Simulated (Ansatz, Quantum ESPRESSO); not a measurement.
# PrAl3 (Pm-3m): zone-centre phonons

Aim: the zone-centre modes of PrAl3 (Pm-3m).

Calculated with Quantum ESPRESSO 7.5; DFT PBEsol, scalar-relativistic, plane waves, PseudoDojo norm-conserving, 4f in core pseudopotentials.

### Step 1. The structure

Symmetry: Pm-3m, No. 221, cubic system. Conventional cell: a = 4.380 Å, b = 4.380 Å, c = 4.380 Å, α = 90.00°, β = 90.00°, γ = 90.00°. Nearest to Pr lie 12 Al at 3.10 Å. Nearest to Al lie 4 Pr at 3.10 Å and 8 Al at 3.10 Å. Farther neighbours are not listed.

Structure file:

```cif
data_structure
_symmetry_space_group_name_H-M 'P 1'
_symmetry_Int_Tables_number 1
_cell_length_a 4.3803
_cell_length_b 4.3803
_cell_length_c 4.3803
_cell_angle_alpha 90.000
_cell_angle_beta 90.000
_cell_angle_gamma 90.000
_cell_volume 84.05
loop_
_atom_site_label
_atom_site_type_symbol
_atom_site_fract_x
_atom_site_fract_y
_atom_site_fract_z
_atom_site_occupancy
Pr1 Pr 0.00000 0.00000 0.00000 1
Al2 Al 0.00000 0.50000 0.50000 1
Al3 Al 0.50000 0.00000 0.50000 1
Al4 Al 0.50000 0.50000 0.00000 1
```

### Step 2. A first look

A cheap run with smearing and empty bands tells whether the crystal has a gap, which decides between fixed occupations and smearing later on.

The input, probe.in:

```
 &control
    calculation='scf',
    prefix='x',
    outdir='./tmp',
    pseudo_dir='./pseudo',
    tprnfor=.true.,
    tstress=.true.,
    verbosity='high',
 /
 &system
    ibrav=1,
    celldm(1)=8.27760703,
    nat=4,
    ntyp=2,
    ecutwfc=44.0,
    input_dft='pbesol',
    occupations='smearing',
    smearing='gaussian',
    degauss=0.01,
 /
 &electrons
    conv_thr=1.0d-07,
    mixing_beta=0.7,
    electron_maxstep=100,
 /
ATOMIC_SPECIES
 Pr    140.9077  Pr.upf
 Al     26.9815  Al.upf
ATOMIC_POSITIONS crystal
 Pr     0.000000000   0.000000000   0.000000000
 Al     0.000000000   0.500000000   0.500000000
 Al     0.500000000   0.000000000   0.500000000
 Al     0.500000000   0.500000000   0.000000000
K_POINTS automatic
 4 4 4 0 0 0
```

The run is started by

```bash
> OMP_NUM_THREADS=1 mpirun -n 4 pw.x -nk 4 -in probe.in > probe.out
```

Log:

```text
[banners, grids, parts of the stress and lines that vanish by symmetry left out]
Program PWSCF v.7.5
     IMPORTANT: XC functional enforced from input :
     Exchange-correlation= PBESOL
                           (   1   4  10   8   0   0   0)
[...]
kinetic-energy cutoff     =      44.0000  Ry
     charge density cutoff     =     176.0000  Ry
     scf convergence threshold =      1.0E-07
[...]
Exchange-correlation= PBESOL
                           (   1   4  10   8   0   0   0)
[...]
48 Sym. Ops., with inversion, found
[...]
(     0          1          0      )
                  (     0          0          1      )
[...]
(  0.0000000  1.0000000  0.0000000 )
                  (  0.0000000  0.0000000  1.0000000 )
[...]
(     0         -1          0      )
[...]
(     1          0          0      )
[...]
( -1.0000000  0.0000000  0.0000000 )
                  (  0.0000000  1.0000000  0.0000000 )
[...]
number of k points=    10  Gaussian smearing, width (Ry)=  0.0100
[...]
End of self-consistent calculation
[...]
the Fermi energy is     8.8594 ev
!    total energy              =     -87.56842295 Ry
[...]
convergence has been achieved in   7 iterations
[...]
atom    1 type  1   force =     0.00000000    0.00000000    0.00000000
     atom    2 type  2   force =     0.00000000    0.00000000    0.00000000
     atom    3 type  2   force =     0.00000000    0.00000000    0.00000000
     atom    4 type  2   force =     0.00000000    0.00000000    0.00000000
[...]
Total force =     0.000000     Total SCF correction =     0.000000
[...]
total   stress  (Ry/bohr**3)                   (kbar)     P=      -12.88
[...]
XML data file, charge density, pseudopotentials, collected wavefunctions

   JOB DONE.
```

The job ended after 2.5 s (4 MPI ranks of Arm Neoverse V2, shared host).

Read from the output:

| Item | Value |
| --- | --- |
| volume per atom | 21.01 Å³ |
| pressure | -1.288 GPa |
| gap on the k-mesh | 0 eV |

No gap opens on this mesh, so smearing is kept; the start stands at -1.3 GPa.

### Step 3. Relaxing the cell and atoms

The harmonic expansion starts where the forces on the atoms vanish, and stress shifts the frequencies, so cell and atoms are relaxed with tight thresholds.

The input, relax.in:

```
 &control
    calculation='vc-relax',
    prefix='x',
    outdir='./tmp',
    pseudo_dir='./pseudo',
    tprnfor=.true.,
    tstress=.true.,
    forc_conv_thr=2.0d-05,
    etot_conv_thr=1.0d-07,
    nstep=40,
 /
 &system
    ibrav=1,
    celldm(1)=8.27760703,
    nat=4,
    ntyp=2,
    ecutwfc=44.0,
    input_dft='pbesol',
    occupations='smearing',
    smearing='mv',
    degauss=0.02,
 /
 &electrons
    conv_thr=1.0d-11,
    mixing_beta=0.7,
    electron_maxstep=100,
 /
 &ions
 /
 &cell
    press_conv_thr=0.1,
 /
ATOMIC_SPECIES
 Pr    140.9077  Pr.upf
 Al     26.9815  Al.upf
ATOMIC_POSITIONS crystal
 Pr     0.000000000   0.000000000   0.000000000
 Al     0.000000000   0.500000000   0.500000000
 Al     0.500000000   0.000000000   0.500000000
 Al     0.500000000   0.500000000   0.000000000
K_POINTS automatic
 8 8 8 0 0 0
```

The run is started by

```bash
> OMP_NUM_THREADS=1 mpirun -n 4 pw.x -nk 4 -in relax.in > relax.out
```

Log:

```text
[banners, grids, parts of the stress and lines that vanish by symmetry left out]
[banner, memory and clock lines left out]
Program PWSCF v.7.5

[...]
Exchange-correlation= PBESOL
                           (   1   4  10   8   0   0   0)
[...]
kinetic-energy cutoff     =      44.0000  Ry
     charge density cutoff     =     176.0000  Ry
     scf convergence threshold =      1.0E-11
[...]
energy convergence thresh.=      1.0E-07
     force convergence thresh. =      2.0E-05
     press convergence thresh. =      1.0E-01
     Exchange-correlation= PBESOL
                           (   1   4  10   8   0   0   0)
[...]
48 Sym. Ops., with inversion, found
[...]
number of k points=    35  Marzari-Vanderbilt smearing, width (Ry)=  0.0200
[...]
End of self-consistent calculation
[...]
the Fermi energy is     8.8920 ev
!    total energy              =     -87.57703553 Ry
[...]
convergence has been achieved in  12 iterations
[...]
atom    1 type  1   force =     0.00000000    0.00000000    0.00000000
     atom    2 type  2   force =     0.00000000    0.00000000    0.00000000
     atom    3 type  2   force =     0.00000000    0.00000000    0.00000000
     atom    4 type  2   force =     0.00000000    0.00000000    0.00000000
     Total force =     0.000000     Total SCF correction =     0.000000
[...]
total   stress  (Ry/bohr**3)                   (kbar)     P=      -20.49
[...]
number of bfgs steps    =   0
[...]
CELL_PARAMETERS (alat=  8.27760703)
[...]
ATOMIC_POSITIONS (crystal)
Pr               0.0000000000        0.0000000000        0.0000000000
Al               0.0000000000        0.5000000000        0.5000000000
Al               0.5000000000        0.0000000000        0.5000000000
Al               0.5000000000        0.5000000000        0.0000000000
[...]
New effective cutoffs (rho, wfc):  176.96   44.29
[...]
End of self-consistent calculation
[...]
the Fermi energy is     9.0060 ev
!    total energy              =     -87.57771621 Ry
[...]
convergence has been achieved in   8 iterations
[...]
atom    1 type  1   force =     0.00000000    0.00000000    0.00000000
     atom    2 type  2   force =     0.00000000    0.00000000    0.00000000
     atom    3 type  2   force =     0.00000000    0.00000000    0.00000000
     atom    4 type  2   force =     0.00000000    0.00000000    0.00000000
     Total force =     0.000000     Total SCF correction =     0.000000
[...]
total   stress  (Ry/bohr**3)                   (kbar)     P=      -13.37
[...]
number of bfgs steps    =   1
[...]
CELL_PARAMETERS (alat=  8.27760703)
[...]
ATOMIC_POSITIONS (crystal)
[...]
New effective cutoffs (rho, wfc):  178.83   44.76
[...]
End of self-consistent calculation
[...]
the Fermi energy is     9.1794 ev
!    total energy              =     -87.57818028 Ry
[...]
convergence has been achieved in   8 iterations
[...]
atom    1 type  1   force =     0.00000000    0.00000000    0.00000000
     atom    2 type  2   force =     0.00000000    0.00000000    0.00000000
     atom    3 type  2   force =     0.00000000    0.00000000    0.00000000
     atom    4 type  2   force =     0.00000000    0.00000000    0.00000000
     Total force =     0.000000     Total SCF correction =     0.000000
[...]
total   stress  (Ry/bohr**3)                   (kbar)     P=       -2.03
[...]
number of bfgs steps    =   2
[...]
CELL_PARAMETERS (alat=  8.27760703)
[...]
ATOMIC_POSITIONS (crystal)
[...]
New effective cutoffs (rho, wfc):  179.17   44.85
[...]
End of self-consistent calculation
[...]
the Fermi energy is     9.2105 ev
!    total energy              =     -87.57819070 Ry
[...]
convergence has been achieved in   8 iterations
[...]
atom    1 type  1   force =     0.00000000    0.00000000    0.00000000
     atom    2 type  2   force =     0.00000000    0.00000000    0.00000000
     atom    3 type  2   force =     0.00000000    0.00000000    0.00000000
     atom    4 type  2   force =     0.00000000    0.00000000    0.00000000
     Total force =     0.000000     Total SCF correction =     0.000000
[...]
total   stress  (Ry/bohr**3)                   (kbar)     P=        0.06
[...]
number of bfgs steps    =   3
[...]
CELL_PARAMETERS (alat=  8.27760703)
[...]
ATOMIC_POSITIONS (crystal)
[...]
New effective cutoffs (rho, wfc):  179.16   44.84
[...]
End of self-consistent calculation
[...]
the Fermi energy is     9.2096 ev
!    total energy              =     -87.57819071 Ry
[...]
convergence has been achieved in   6 iterations
[...]
atom    1 type  1   force =     0.00000000    0.00000000    0.00000000
     atom    2 type  2   force =     0.00000000    0.00000000    0.00000000
     atom    3 type  2   force =     0.00000000    0.00000000    0.00000000
     atom    4 type  2   force =     0.00000000    0.00000000    0.00000000
     Total force =     0.000000     Total SCF correction =     0.000000
[...]
total   stress  (Ry/bohr**3)                   (kbar)     P=       -0.00
[...]
bfgs converged in   5 scf cycles and   4 bfgs steps
[...]
End of BFGS Geometry Optimization
     Final enthalpy           =     -87.5781907118 Ry
     File ./tmp/x.bfgs deleted, as requested
[...]
CELL_PARAMETERS (alat=  8.27760703)
[...]
ATOMIC_POSITIONS (crystal)
[...]
Al               0.5000000000        0.0000000000        0.5000000000
Al               0.5000000000        0.5000000000        0.0000000000
[...]
Final scf calculation at the relaxed structure.
[...]
kinetic-energy cutoff     =      44.0000  Ry
     charge density cutoff     =     176.0000  Ry
     scf convergence threshold =      1.0E-13
[...]
press convergence thresh. =      1.0E-01
     Exchange-correlation= PBESOL
                           (   1   4  10   8   0   0   0)
[...]
48 Sym. Ops., with inversion, found
[...]
number of k points=    35  Marzari-Vanderbilt smearing, width (Ry)=  0.0200
[...]
c_bands:  1 eigenvalues not converged
     c_bands:  1 eigenvalues not converged
     c_bands:  1 eigenvalues not converged
[...]
End of self-consistent calculation
[...]
the Fermi energy is     9.2096 ev
!    total energy              =     -87.57817681 Ry
[...]
convergence has been achieved in  13 iterations
[...]
atom    1 type  1   force =     0.00000000    0.00000000    0.00000000
     atom    2 type  2   force =     0.00000000    0.00000000    0.00000000
     atom    3 type  2   force =     0.00000000    0.00000000    0.00000000
     atom    4 type  2   force =     0.00000000    0.00000000    0.00000000
     Total force =     0.000000     Total SCF correction =     0.000000
[...]
total   stress  (Ry/bohr**3)                   (kbar)     P=       -0.07
[...]
XML data file, charge density, pseudopotentials, collected wavefunctions
```

Elapsed: 34 s, on 4 MPI ranks; 2.2 min of CPU time.

The steps of the relaxation:

```
step  energy less that of the first step (eV)  largest force (eV/Å)  pressure (GPa)  volume (Å³)
   1                                   0.0000                0.0000           -2.05        84.05
   2                                  -0.0093                0.0000           -1.34        83.17
   3                                  -0.0156                0.0000           -0.20        81.87
   4                                  -0.0157                0.0000            0.01        81.64
   5                                  -0.0157                0.0000            0.00        81.65
   6                                  -0.0155                0.0000           -0.01        81.65
```

```
conventional cell, symmetrised  before  after  change
                         a (Å)   4.380  4.338  -1.0 %
                         b (Å)   4.380  4.338  -1.0 %
                         c (Å)   4.380  4.338  -1.0 %
              volume (Å³/atom)   21.01  20.41  -2.9 %
```

The relaxed structure:

```xyz
4
Lattice="4.3382 0.0000 0.0000 0.0000 4.3382 0.0000 0.0000 0.0000 4.3382" Properties=species:S:1:pos:R:3 pbc="T T T"
Pr    0.0000    0.0000    0.0000
Al    0.0000    2.1691    2.1691
Al    2.1691    0.0000    2.1691
Al    2.1691    2.1691    0.0000
```

The last row of the table of steps is pw.x's closing run on a basis chosen anew for the final cell, so its energy can jump.

Numbers from this step:

```
volume per atom : 20.41 Å³
pressure        : -0.007000 GPa
```

The volume changes by -2.9 % from the cell with which this run began.

### Step 4. Self-consistent run for the response

Perturbation theory inherits every error of the wavefunctions, so the threshold is set near the limit of the arithmetic. Smearing stays on, as the first look found no gap above 0.3 eV.

The input, scf.in:

```
 &control
    calculation='scf',
    prefix='x',
    outdir='./tmp',
    pseudo_dir='./pseudo',
    tprnfor=.true.,
    tstress=.true.,
 /
 &system
    ibrav=1,
    celldm(1)=8.19809744,
    nat=4,
    ntyp=2,
    ecutwfc=44.0,
    input_dft='pbesol',
    occupations='smearing',
    smearing='mv',
    degauss=0.02,
 /
 &electrons
    conv_thr=1.0d-12,
    mixing_beta=0.7,
    electron_maxstep=100,
 /
ATOMIC_SPECIES
 Pr    140.9077  Pr.upf
 Al     26.9815  Al.upf
ATOMIC_POSITIONS crystal
 Pr     0.000000000   0.000000000   0.000000000
 Al     0.000000000   0.500000000   0.500000000
 Al     0.500000000   0.000000000   0.500000000
 Al     0.500000000   0.500000000   0.000000000
K_POINTS automatic
 8 8 8 0 0 0
```

The run is started by

```bash
> OMP_NUM_THREADS=1 mpirun -n 4 pw.x -nk 4 -in scf.in > scf.out
```

Log:

```text
[banners, grids, parts of the stress and lines that vanish by symmetry left out]
[banner, memory and clock lines left out]
Program PWSCF v.7.5

[...]
Exchange-correlation= PBESOL
                           (   1   4  10   8   0   0   0)
[...]
kinetic-energy cutoff     =      44.0000  Ry
     charge density cutoff     =     176.0000  Ry
     scf convergence threshold =      1.0E-12
[...]
Exchange-correlation= PBESOL
                           (   1   4  10   8   0   0   0)
[...]
48 Sym. Ops., with inversion, found
[...]
number of k points=    35  Marzari-Vanderbilt smearing, width (Ry)=  0.0200
[...]
c_bands:  1 eigenvalues not converged
[...]
End of self-consistent calculation
[...]
the Fermi energy is     9.2096 ev
!    total energy              =     -87.57817681 Ry
[...]
convergence has been achieved in  12 iterations
[...]
atom    1 type  1   force =     0.00000000    0.00000000    0.00000000
     atom    2 type  2   force =     0.00000000    0.00000000    0.00000000
     atom    3 type  2   force =     0.00000000    0.00000000    0.00000000
     atom    4 type  2   force =     0.00000000    0.00000000    0.00000000
     Total force =     0.000000     Total SCF correction =     0.000000
[...]
total   stress  (Ry/bohr**3)                   (kbar)     P=       -0.07
[...]
XML data file, charge density, pseudopotentials, collected wavefunctions
```

It took 7.8 s on 4 MPI ranks.

The cell stands at -0.0070 GPa, close enough for phonons.

(Continued in part 2 of 3.)

[Host names and launcher messages were left out of these logs when they were recorded.]

[Logs are printed without paths, hosts, clocks, repeated set-up lines and the standing remarks that a program may print on its own settings, such as how far it seeks lower states.]

[Hosts, paths, dates, database ids (printed as entryN), source tags and the programs' standing remarks are cut or masked in the printed files.]
